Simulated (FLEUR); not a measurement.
# LaFeSi: parallel and opposed starts

Aim: find out whether LaFeSi carries moments, and which collinear order costs least.

Main program and level: FLEUR MaX-R8.1; LDA (von Barth-Hedin); all-electron FLAPW, Dirac cores, scalar-relativistic bands.

Report form: the programs' logs are mostly left out.

## (1) The structure

The structure is tetragonal, space group P4/nmm (No. 129). Conventional cell: a = 4.140 Å, b = 4.140 Å, c = 7.306 Å, α = 90.00°, β = 90.00°, γ = 90.00°. La has 4 Fe at 3.08 Å and 5 Si at 3.12 to 3.49 Å nearest. Nearest to Fe lie 4 Si at 2.40 Å and 4 Fe at 2.93 Å and 4 La at 3.08 Å. Si has 4 Fe at 2.40 Å and 5 La at 3.12 to 3.49 Å nearest. Farther neighbours are not listed.

As a file:

```xyz
6
Lattice="4.1404 0.0000 0.0000 0.0000 4.1404 0.0000 0.0000 0.0000 7.3063" Properties=species:S:1:pos:R:3 pbc="T T T"
La    2.0702    0.0000    5.0277
La    0.0000    2.0702    2.2786
Fe    0.0000    0.0000    0.0000
Fe    2.0702    2.0702    0.0000
Si    2.0702    0.0000    1.2105
Si    0.0000    2.0702    6.0958
```

The settings of this session are cheaper than careful work needs (see the inputs), so it shows what such settings give, not the properties of the crystal.

The cell comes from a database of computed structures and need not be the stable phase.

## (2) Run 1 (ferro ++)

The parallel start is the test of whether parallel moments hold.

inpgen writes inp.xml from crystal.txt; cutoffs, mixing, functional, smearing and local orbitals are then set in the file. The k list default-1 (kpts.xml, not shown) is a Γ-centred 4×4×2 mesh; where the ranks do not divide the number of points, some are split in two of half the weight.

Input file inp.xml:

```
<?xml version="1.0" encoding="UTF-8" standalone="no"?>
<fleurInput fleurInputVersion="0.39">
   <comment>
      LaFeSi
   </comment>
   <calculationSetup>
      <cutoffs Kmax="4.31" Gmax="12.9" GmaxXC="12.9" numbands="0"/>
      <scfLoop itmax="90" minDistance="0.00002" maxIterBroyd="15" imix="Anderson" alpha="0.05" precondParam="0.0" spinf="2.0" sdNocoIR="T"/>
      <coreElectrons ctail="T" frcor="F" kcrel="0" coretail_lmax="0"/>
      <xcFunctional name="bh" relativisticCorrections="F"/>
      <magnetism jspins="2"/>
      <soc l_soc="F" theta="0.0" phi="0.0" spav="F"/>
      <expertModes spex="0" secvar="F"/>
      <geometryOptimization l_f="F" forcealpha="1.0" forcemix="BFGS" epsdisp="0.00001" epsforce="0.00001"/>
      <ldaU l_linMix="F" mixParam="0.05" spinf="1.0"/>
   </calculationSetup>
   <cell>
      <bzIntegration valenceElectrons="62.0" mode="hist" fermiSmearingEnergy="0.00918733">
         <kPointListSelection listName="default-1"/>
         <xi:include xmlns:xi="http://www.w3.org/2001/XInclude" href="kpts.xml"> </xi:include>
      </bzIntegration>
      <xi:include xmlns:xi="http://www.w3.org/2001/XInclude" href="sym.xml"> </xi:include>
      <bulkLattice scale="1.0">
         <bravaisMatrix>
            <row-1>    7.8242823663517367     0.0000000000000000     0.0000000000000000</row-1>
            <row-2>    0.0000000000000000     7.8242823663517367     0.0000000000000000</row-2>
            <row-3>    0.0000000000000000     0.0000000000000000    13.8068177339549596</row-3>
         </bravaisMatrix>
      </bulkLattice>
   </cell>
   <atomSpecies>
      <species name="Lanthanum (La)" element="La" atomicNumber="57">
         <mtSphere radius="2.8" gridPoints="925" logIncrement="0.014"/>
         <atomicCutoffs lmax="10" lnonsphr="8"/>
         <electronConfig flipSpins="F">
            <coreConfig>(1s1/2) (2s1/2) (2p1/2) (2p3/2) (3s1/2) (3p1/2) (3p3/2) (4s1/2) (3d3/2) (3d5/2) (4p1/2) (4p3/2) (4d3/2) (4d5/2)</coreConfig>
            <valenceConfig>(5s1/2) (5p1/2) (5p3/2) (6s1/2) (5d3/2) (5d5/2)</valenceConfig>
            <stateOccupation state="(5d3/2)" spinUp="0.200000" spinDown="0.200000"/>
            <stateOccupation state="(5d5/2)" spinUp="0.300000" spinDown="0.300000"/>
         </electronConfig>
         <energyParameters s="6" p="6" d="5" f="4"/>
         <lo type="SCLO" l="0" n="5" eDeriv="0"/>
         <lo type="SCLO" l="1" n="5" eDeriv="0"/>
      </species>
      <species name="Iron (Fe) 2.800" element="Fe" atomicNumber="26">
         <mtSphere radius="2.67" gridPoints="883" logIncrement="0.014"/>
         <atomicCutoffs lmax="10" lnonsphr="8"/>
         <electronConfig flipSpins="F">
            <coreConfig>(1s1/2) (2s1/2) (2p1/2) (2p3/2)</coreConfig>
            <valenceConfig>(3s1/2) (3p1/2) (3p3/2) (4s1/2) (3d3/2) (3d5/2)</valenceConfig>
            <stateOccupation state="(3d3/2)" spinUp="1.4" spinDown="1.0"/>
            <stateOccupation state="(3d5/2)" spinUp="3.0" spinDown="0.6"/>
         </electronConfig>
         <energyParameters s="4" p="4" d="3" f="4"/>
         <lo type="SCLO" l="0" n="3" eDeriv="0"/>
         <lo type="SCLO" l="1" n="3" eDeriv="0"/>
      </species>
      <species name="Silicon (Si)" element="Si" atomicNumber="14">
         <mtSphere radius="1.74" gridPoints="575" logIncrement="0.02"/>
         <atomicCutoffs lmax="6" lnonsphr="4"/>
         <electronConfig flipSpins="F">
            <coreConfig>(1s1/2) (2s1/2) (2p1/2) (2p3/2)</coreConfig>
            <valenceConfig>(3s1/2) (3p1/2) (3p3/2)</valenceConfig>
            <stateOccupation state="(3p1/2)" spinUp="0.333333" spinDown="0.333333"/>
            <stateOccupation state="(3p3/2)" spinUp="0.666667" spinDown="0.666667"/>
         </electronConfig>
         <energyParameters s="3" p="3" d="3" f="4"/>
      </species>
   </atomSpecies>
   <atomGroups>
      <atomGroup species="Lanthanum (La)">
         <relPos label="                   1">1.000/4.000 -1.000/4.000 -.3118657600</relPos>
         <relPos label="                   2">-1.000/4.000 1.000/4.000 .3118657600</relPos>
         <force calculate="T" relaxXYZ="TTT"/>
      </atomGroup>
      <atomGroup species="Iron (Fe) 2.800">
         <relPos label="                   3">-1.000/4.000 -1.000/4.000 .0000000000</relPos>
         <relPos label="                   4">1.000/4.000 1.000/4.000 .0000000000</relPos>
         <force calculate="T" relaxXYZ="TTT"/>
      </atomGroup>
      <atomGroup species="Silicon (Si)">
         <relPos label="                   5">1.000/4.000 -1.000/4.000 .1656743800</relPos>
         <relPos label="                   6">-1.000/4.000 1.000/4.000 -.1656743800</relPos>
         <force calculate="T" relaxXYZ="TTT"/>
      </atomGroup>
   </atomGroups>
   <output dos="F" band="F" slice="F">
      <bandDOS minEnergy="-.5*Htr" maxEnergy="0.5*Htr" sigma="0.015" storeEVData="T"/>
      <plotting iplot="0" polar="F">
         <plot TwoD="T" vec1="  1.0  0.0  0.0" vec2="  0.0  1.0  0.0" vec3="  0.0  0.0  1.0" zero="  0.0  0.0  0.0" file="plot"/>
      </plotting>
      <moessbauerParams electricFieldGradient="F" isomerShift="F" coreHyperfine="F" valenceHyperfine="F"/>
   </output>
</fleurInput>
```

Input file crystal.txt:

```
LaFeSi
&input film=F cartesian=F /
4.14043192000  0.00000000000  0.00000000000
0.00000000000  4.14043192000  0.00000000000
0.00000000000  0.00000000000  7.30625330000
1.8897261246
1.0 1.0 1.0

6
57 0.50000000000  0.00000000000  0.68813424000
57 0.00000000000  0.50000000000  0.31186576000
26 0.00000000000  0.00000000000  0.00000000000 : 2.800
26 0.50000000000  0.50000000000  0.00000000000 : 2.800
14 0.50000000000  0.00000000000  0.16567438000
14 0.00000000000  0.50000000000  0.83432562000

&kpt div1=4 div2=4 div3=2 gamma=T /
```

Started as:

```bash
$ OMP_NUM_THREADS=1 inpgen -f crystal.txt > inpgen.log  # inp.xml is then edited as shown
$ OMP_NUM_THREADS=1 mpirun -n 4 fleur_MPI > fleur.log
```

Elapsed: 2.3 min, on 4 MPI ranks of AMD EPYC 7R43, shared host; peak memory 0.57 GiB.

The spin moment in the muffin-tin sphere vanishes on all atoms.

Read from the output:

| Item | Value |
| --- | --- |
| free energy | -547090.0301 eV |
| program's band gap on this mesh (in a metal only a level spacing) | 0.03277 eV |
| final state | non-magnetic |

After 42 cycles the seed has died away: no moment is left.

## (3) Order 2, typed as antiferro +-

Another pattern of signs weighs the neighbour shells otherwise.

inp.xml, as its differences from that of step 2:

```diff
@@ -57,2 +57,15 @@
       </species>
+      <species name="Iron (Fe) -2.800" element="Fe" atomicNumber="26">
+         <mtSphere radius="2.67" gridPoints="883" logIncrement="0.014"/>
+         <atomicCutoffs lmax="10" lnonsphr="8"/>
+         <electronConfig flipSpins="F">
+            <coreConfig>(1s1/2) (2s1/2) (2p1/2) (2p3/2)</coreConfig>
+            <valenceConfig>(3s1/2) (3p1/2) (3p3/2) (4s1/2) (3d3/2) (3d5/2)</valenceConfig>
+            <stateOccupation state="(3d3/2)" spinUp="1.0" spinDown="1.4"/>
+            <stateOccupation state="(3d5/2)" spinUp="0.6" spinDown="3.0"/>
+         </electronConfig>
+         <energyParameters s="4" p="4" d="3" f="4"/>
+         <lo type="SCLO" l="0" n="3" eDeriv="0"/>
+         <lo type="SCLO" l="1" n="3" eDeriv="0"/>
+      </species>
       <species name="Silicon (Si)" element="Si" atomicNumber="14">
@@ -71,4 +84,4 @@
       <atomGroup species="Lanthanum (La)">
-         <relPos label="                   1">1.000/4.000 -1.000/4.000 -.3118657600</relPos>
-         <relPos label="                   2">-1.000/4.000 1.000/4.000 .3118657600</relPos>
+         <relPos label="                   1">1.000/2.000 .0000000000 -.3118657600</relPos>
+         <relPos label="                   2">.0000000000 1.000/2.000 .3118657600</relPos>
          <force calculate="T" relaxXYZ="TTT"/>
@@ -76,4 +89,7 @@
       <atomGroup species="Iron (Fe) 2.800">
-         <relPos label="                   3">-1.000/4.000 -1.000/4.000 .0000000000</relPos>
-         <relPos label="                   4">1.000/4.000 1.000/4.000 .0000000000</relPos>
+         <relPos label="                   3">.0000000000 .0000000000 .0000000000</relPos>
+         <force calculate="T" relaxXYZ="TTT"/>
+      </atomGroup>
+      <atomGroup species="Iron (Fe) -2.800">
+         <relPos label="                   4">1.000/2.000 1.000/2.000 .0000000000</relPos>
          <force calculate="T" relaxXYZ="TTT"/>
@@ -81,4 +97,4 @@
       <atomGroup species="Silicon (Si)">
-         <relPos label="                   5">1.000/4.000 -1.000/4.000 .1656743800</relPos>
-         <relPos label="                   6">-1.000/4.000 1.000/4.000 -.1656743800</relPos>
+         <relPos label="                   5">1.000/2.000 .0000000000 .1656743800</relPos>
+         <relPos label="                   6">.0000000000 1.000/2.000 -.1656743800</relPos>
          <force calculate="T" relaxXYZ="TTT"/>
```

crystal.txt, as its differences from that of step 2:

```diff
@@ -12,3 +12,3 @@
 26 0.00000000000  0.00000000000  0.00000000000 : 2.800
-26 0.50000000000  0.50000000000  0.00000000000 : 2.800
+26 0.50000000000  0.50000000000  0.00000000000 : -2.800
 14 0.50000000000  0.00000000000  0.16567438000
```

Run time: 5.7 min. Hardware: 4 MPI ranks; peak memory 0.69 GiB.

The spin moment in the muffin-tin sphere vanishes on all atoms.

Numbers from this step:

- free energy: -547090.0301 eV
- program's band gap on this mesh (in a metal only a level spacing): 0.03277 eV
- final state: non-magnetic

It ends in the same state without moments as the first start; the 1.2e-5 meV a seeded atom between them is numerical noise.

## (4) Start 3: no spin polarisation

A spinless run gives the zero against which the gain from the moments is read.

inp.xml, as its differences from that of step 3:

```diff
@@ -10,3 +10,3 @@
       <xcFunctional name="bh" relativisticCorrections="F"/>
-      <magnetism jspins="2"/>
+      <magnetism jspins="1"/>
       <soc l_soc="F" theta="0.0" phi="0.0" spav="F"/>
@@ -44,3 +44,3 @@
       </species>
-      <species name="Iron (Fe) 2.800" element="Fe" atomicNumber="26">
+      <species name="Iron (Fe)" element="Fe" atomicNumber="26">
          <mtSphere radius="2.67" gridPoints="883" logIncrement="0.014"/>
@@ -50,17 +50,4 @@
             <valenceConfig>(3s1/2) (3p1/2) (3p3/2) (4s1/2) (3d3/2) (3d5/2)</valenceConfig>
-            <stateOccupation state="(3d3/2)" spinUp="1.4" spinDown="1.0"/>
-            <stateOccupation state="(3d5/2)" spinUp="3.0" spinDown="0.6"/>
-         </electronConfig>
-         <energyParameters s="4" p="4" d="3" f="4"/>
-         <lo type="SCLO" l="0" n="3" eDeriv="0"/>
-         <lo type="SCLO" l="1" n="3" eDeriv="0"/>
-      </species>
-      <species name="Iron (Fe) -2.800" element="Fe" atomicNumber="26">
-         <mtSphere radius="2.67" gridPoints="883" logIncrement="0.014"/>
-         <atomicCutoffs lmax="10" lnonsphr="8"/>
-         <electronConfig flipSpins="F">
-            <coreConfig>(1s1/2) (2s1/2) (2p1/2) (2p3/2)</coreConfig>
-            <valenceConfig>(3s1/2) (3p1/2) (3p3/2) (4s1/2) (3d3/2) (3d5/2)</valenceConfig>
-            <stateOccupation state="(3d3/2)" spinUp="1.0" spinDown="1.4"/>
-            <stateOccupation state="(3d5/2)" spinUp="0.6" spinDown="3.0"/>
+            <stateOccupation state="(3d3/2)" spinUp="1.200000" spinDown="1.200000"/>
+            <stateOccupation state="(3d5/2)" spinUp="1.800000" spinDown="1.800000"/>
          </electronConfig>
@@ -84,12 +71,9 @@
       <atomGroup species="Lanthanum (La)">
-         <relPos label="                   1">1.000/2.000 .0000000000 -.3118657600</relPos>
-         <relPos label="                   2">.0000000000 1.000/2.000 .3118657600</relPos>
+         <relPos label="                   1">1.000/4.000 -1.000/4.000 -.3118657600</relPos>
+         <relPos label="                   2">-1.000/4.000 1.000/4.000 .3118657600</relPos>
          <force calculate="T" relaxXYZ="TTT"/>
       </atomGroup>
-      <atomGroup species="Iron (Fe) 2.800">
-         <relPos label="                   3">.0000000000 .0000000000 .0000000000</relPos>
-         <force calculate="T" relaxXYZ="TTT"/>
-      </atomGroup>
-      <atomGroup species="Iron (Fe) -2.800">
-         <relPos label="                   4">1.000/2.000 1.000/2.000 .0000000000</relPos>
+      <atomGroup species="Iron (Fe)">
+         <relPos label="                   3">-1.000/4.000 -1.000/4.000 .0000000000</relPos>
+         <relPos label="                   4">1.000/4.000 1.000/4.000 .0000000000</relPos>
          <force calculate="T" relaxXYZ="TTT"/>
@@ -97,4 +81,4 @@
       <atomGroup species="Silicon (Si)">
-         <relPos label="                   5">1.000/2.000 .0000000000 .1656743800</relPos>
-         <relPos label="                   6">.0000000000 1.000/2.000 -.1656743800</relPos>
+         <relPos label="                   5">1.000/4.000 -1.000/4.000 .1656743800</relPos>
+         <relPos label="                   6">-1.000/4.000 1.000/4.000 -.1656743800</relPos>
          <force calculate="T" relaxXYZ="TTT"/>
```

crystal.txt, as its differences from that of step 3:

```diff
@@ -11,4 +11,4 @@
 57 0.00000000000  0.50000000000  0.31186576000
-26 0.00000000000  0.00000000000  0.00000000000 : 2.800
-26 0.50000000000  0.50000000000  0.00000000000 : -2.800
+26 0.00000000000  0.00000000000  0.00000000000
+26 0.50000000000  0.50000000000  0.00000000000
 14 0.50000000000  0.00000000000  0.16567438000
```

Run time: 40 s. Hardware: 4 MPI ranks; peak memory 0.49 GiB; 2.7 min of CPU time.

Numbers from this step:

```
free energy                                                       : -547090.0301 eV
program's band gap on this mesh (in a metal only a level spacing) : 0.03277 eV
final state                                                       : non-magnetic (no spin polarisation)
```

It ends in the same state without moments as the first start; the 0.0090 meV a seeded atom between them is numerical noise.

## (5) An attempt with other settings

An input with a fault is tried, to see how the program answers.

inp.xml, as its differences from that of step 2:

```diff
@@ -7,3 +7,3 @@
       <cutoffs Kmax="4.31" Gmax="12.9" GmaxXC="12.9" numbands="0"/>
-      <scfLoop itmax="90" minDistance="0.00002" maxIterBroyd="15" imix="Anderson" alpha="0.05" precondParam="0.0" spinf="2.0" sdNocoIR="T"/>
+      <scfLoop itmax="100" minDistance="0.00002" maxIterBroyd="15" imix="straight" alpha="0.003" precondParam="0.0" spinf="2.0" sdNocoIR="T"/>
       <coreElectrons ctail="T" frcor="F" kcrel="0" coretail_lmax="0"/>
```

crystal.txt is that of step 2.

Elapsed: 4 min, on 4 MPI ranks; peak memory 0.54 GiB.

The run was cut off at its time limit.

The fault in the input: linear mixing far too weak.

After 76 cycles the density distance stands at 11 me/bohr³, falling at every cycle, but slowly.

Each cycle moves so little that the limit comes first; a mixer with history is the cure.

## (6) Energies of the orders

Free energies are divided by the number of seeded atoms.

Orders:

```csv
start,final state,typed order kept,energy over the lowest (meV a seeded atom),largest sphere moment (μB),net moment (μB a primitive cell),mesh matched,CPU time (s)
ferro ++,non-magnetic,no,0.009001,0,0,yes,551.5
antiferro +-,non-magnetic,no,0.009014,0,0,yes,1356
no spin polarisation,non-magnetic,-,0,0,0,yes,160.4
```

## (7) Outcome

```json
{
 "lowest state found": "non-magnetic (typed no spin polarisation)",
 "largest site spin moment": "0 μB"
}
```

**Reading.** The lowest state carries no moment above 0.15 μB, and no start kept one. This is the lowest of 3 finished starts, no proof of the ground state.

[Logs and program files are shortened in this print: banners, set-up blocks, solver, clock and traceback lines can be left out without a mark of their own.]

[Logs are printed without paths, hosts, clocks, repeated set-up lines and the standing remarks that a program may print on its own settings, such as how far it seeks lower states.]

[Hosts, paths, dates, database ids (printed as entryN), source tags and the programs' standing remarks are cut or masked in the printed files.]

[Where a cell is said to come from a database of computed structures, the database is the Materials Project.]
